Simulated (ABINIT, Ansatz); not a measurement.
# InP (F-43m): G0W0 on several meshes in ABINIT, part 2 of 2

Wanted: mesh dependence and cost of G0W0 for InP (F-43m).

ABINIT 10.8.3; PBE and many-body steps on it, plane waves. Known limits of the many-body steps: not at the basis limit; mesh may overstate the screening; no spin-orbit coupling; coarse k mesh.

So far. Step 4 (4×4×4): The gap on the mesh goes from 0.69 eV to 1.35 eV, a correction of +0.66 eV. Step 5 (Empty states on the mesh, 6×6×6 mesh, 153 bands): On this mesh the gap is 0.688 eV.

**7. 6×6×6**

This step: G0W0 on PBE, plane waves, norm-conserving pseudopotentials.

run.abi reads:

```
acell 3*1.0 Angstrom
rprim 
  -0.000000000000 2.934350000000 2.934350000000
  2.934350000000 -0.000000000000 2.934350000000
  2.934350000000 2.934350000000 -0.000000000000
ntypat 2
znucl 49 15
natom 2
typat 1 2
xred 
  0.000000000000 0.000000000000 0.000000000000
  0.250000000000 0.250000000000 0.250000000000
pp_dirpath "pseudos"
pseudos "In.upf, P.upf"
ecut 33
ngkpt 6 6 6
nshiftk 1
shiftk 0 0 0
kptopt 1
chksymbreak 0
istwfk *1
occopt 1
irdwfk 1
optdriver 4
nband 145
gwcalctyp 0
ecutsigx 33
symsigma 1
nkptgw 1
kptgw 
  0.0000000000 0.0000000000 0.0000000000
bdgw 
  11 17
ecuteps 6.5
irdscr 1
ppmodel 1
indata_prefix "in"
outdata_prefix "out"
tmpdata_prefix "tmp"
```

On the command line:

```
OMP_NUM_THREADS=1 mpirun -n 8 abinit run.abi > log
```

Log:

```text
.Version 10.8.3 of ABINIT. v10.8.2 released Aug 2026.

 Symmetries : space group F-4 3 m (#216); Bravais cF (face-center cubic)
[... echo of the input left out ...]
== DATASET  1 ==================================================================
-   mpi_nproc: 8, omp_nthreads: 1 (-1 if OMP is not activated)

--- !DatasetInfo
iteration_state: {dtset: 1, }
dimensions: {natom: 2, nkpt: 16, mband: 145, nsppol: 1, nspinor: 1, nspden: 1, mpw: 3119, }
cutoff_energies: {ecut:  33.0, pawecutdg:  -1.0, }
electrons: {nelect:   2.60000000E+01, charge:   0.00000000E+00, occopt:   1.00000000E+00, tsmear:   1.00000000E-02, }

 SIGMA: Calculation of the GW corrections

 Based on a program developped by R.W. Godby, V. Olevano, G. Onida, and L. Reining.
 Incorporated in ABINIT by V. Olevano, G.-M. Rignanese, and M. Torrent.
.Using double precision arithmetic ; gwpc =  8

[... cell and pseudopotentials left out ...]
--------------------------------------------------------------------------------

 ==== K-mesh for the wavefunctions ====
 Number of points in the irreducible wedge :    16
[... list of points left out ...]
 Together with 24 symmetry operations and time-reversal symmetry
 yields   216 points in the full Brillouin Zone.

 ==== Q-mesh for screening function ====
 Number of points in the irreducible wedge :    16
[... list of points left out ...]
 Together with 24 symmetry operations and time-reversal symmetry
 yields   216 points in the full Brillouin Zone.

 vcoul_init : cutoff-mode = AUXILIARY_FUNCTION
 q-points for optical limit:   1
     1)      0.000010    0.000020    0.000030
 setmesh: FFT mesh size selected  =    45x   45x   45
          total number of points  =        91125

 Number of electrons calculated from density =   26.0000; Expected =   26.0000
[...]
number of q-points in BZ                          216
 number of frequencies for dSigma/dE                 9
 frequency step for dSigma/dE [eV]                0.25
 number of omega for Sigma on real axis              0
 max omega for Sigma on real axis  [eV]           0.00
 zcut for avoiding poles [eV]                     0.10

 EPSILON^-1 parameters (SCR file):
 dimension of the eps^-1 matrix on file            283
 dimension of the eps^-1 matrix used               283
 number of plane-waves for wavefunctions          3119
 number of bands                                   145
 number of q-points in IBZ                          16
 number of frequencies                               2
 number of real frequencies                          1
 number of imag frequencies                          1

 matrix elements of self-energy operator (all in [eV])

 Perturbative Calculation

--- !SelfEnergy_ee
iteration_state: {dtset: 1, }
kpoint     : [   0.000,    0.000,    0.000, ]
spin       : 1
KS_gap     :    0.688
QP_gap     :    1.364
Delta_QP_KS:    0.677
data: !SigmaeeData |
     Band     E0 <VxcDFT>   SigX SigC(E0)      Z dSigC/dE  Sig(E)    E-E0       E
       11   4.922 -12.888 -14.620   0.906   0.776  -0.289 -13.529  -0.640   4.282
       12   4.922 -12.888 -14.620   0.906   0.776  -0.289 -13.529  -0.640   4.282
       13   4.922 -12.888 -14.620   0.906   0.776  -0.289 -13.529  -0.640   4.282
       14   5.610 -11.736  -8.092  -3.599   0.792  -0.263 -11.700   0.036   5.646
       15   9.010 -10.784  -6.394  -4.205   0.794  -0.259 -10.637   0.147   9.157
       16   9.010 -10.784  -6.394  -4.205   0.794  -0.259 -10.637   0.147   9.157
       17   9.010 -10.784  -6.394  -4.205   0.794  -0.259 -10.637   0.147   9.157

== END DATASET(S) ==============================================================
================================================================================

 -outvars: echo values of variables after computation  --------
           etotal      0.0000000000E+00
            nband         145
             nkpt          16
          spgroup         216
 [... the other variables as echoed above ...]

 Calculation completed.
```

Run time: 15 s. Hardware: 8 MPI ranks of Intel Xeon Platinum 8259CL at 2.50GHz (Skylake/Cascade Lake), shared host; peak memory 2.3 GiB.

Numbers from this step:

```yaml
g0w0_gap_on_the_points_computed: 1.364 eV
starting_gap_on_the_mesh: 0.6876 eV
k_of_the_valence_top: 0, 0, 0
k_of_the_conduction_bottom: 0, 0, 0
z_at_the_valence_top: 0.776
z_at_the_conduction_bottom: 0.792
least_direct_g0w0_gap_on_the_computed_points: 1.364 eV
```

Against G0W0 in ABINIT (4×4×4 mesh, 145 bands, screening to 176.9 eV, Godby-Needs plasmon pole), the gap moves by +0.016 eV.

**8. Side by side**

Times are wall times on 8 MPI ranks of Intel Xeon Platinum 8259CL at 2.50GHz (Skylake/Cascade Lake), shared host, good to a factor of about two. A run's time includes the screening step that it read.

| run | mesh | bands | screening cutoff (eV) | DFT gap (eV) | gap on the mesh (eV) | direct (eV) | ε∞ used | time |
| --- | --- | --- | --- | --- | --- | --- | --- | --- |
| 4×4×4 | 4×4×4 | 145 | 176.9 | 0.688 | 1.348 | 1.348 | 47.20 | 46 s |
| 6×6×6 | 6×6×6 | 145 | 176.9 | 0.688 | 1.364 | 1.364 | 21.20 | 4.4 min |

**9. Outcome**

| Property | Result |
| --- | --- |
| 4×4×4 | 1.348 eV |
| 6×6×6 | 1.364 eV |
| known limits | not at the basis limit; mesh may overstate the screening; no spin-orbit coupling; coarse k mesh |

6×6×6: +0.016 eV against 4×4×4. Bands and cutoff are finite, so the gap is not at the basis limit. The miss can reach some tenths of an eV and take either sign; the mesh is an error of its own. In the first G0W0 run levels were corrected at 1 k point alone, so a gap called «on the mesh» is the least over those, and an edge elsewhere would be missed. The 4×4×4 mesh is coarse for this cell, which bears on the long-range parts of exchange and screening. For the PBE start: The RPA ε∞ on this mesh reaches over 25; with a narrow direct gap a coarse mesh can overstate it, and the correction is then too small. The many-body steps are scalar-relativistic: spin-orbit coupling is not in them.

[Paths, hosts, dates, memory and timing lines, banners, echoed tables and standing remarks are left out of the program output.]

[Logs are printed without paths, hosts, clocks, repeated set-up lines and the standing remarks that a program may print on its own settings, such as how far it seeks lower states.]

[Runs of the session that timed out or met a known fault of the program may be left out.]

[No measured gap is set beside runs whose start may be inverted or whose files or cutoffs have a known fault.]

[Hosts, paths, dates, database ids (printed as entryN), source tags and the programs' standing remarks are cut or masked in the printed files.]

[G0W0 gaps are taken among the corrected bands and points alone; a level outside them can change the order at an edge.]

[Where Ansatz stands beside ABINIT at settings called matched, ABINIT's density can come from a denser mesh and the files from another edition; pairs whose starting gaps differed by over 0.03 eV were left out, so agreement reads better than it is.]
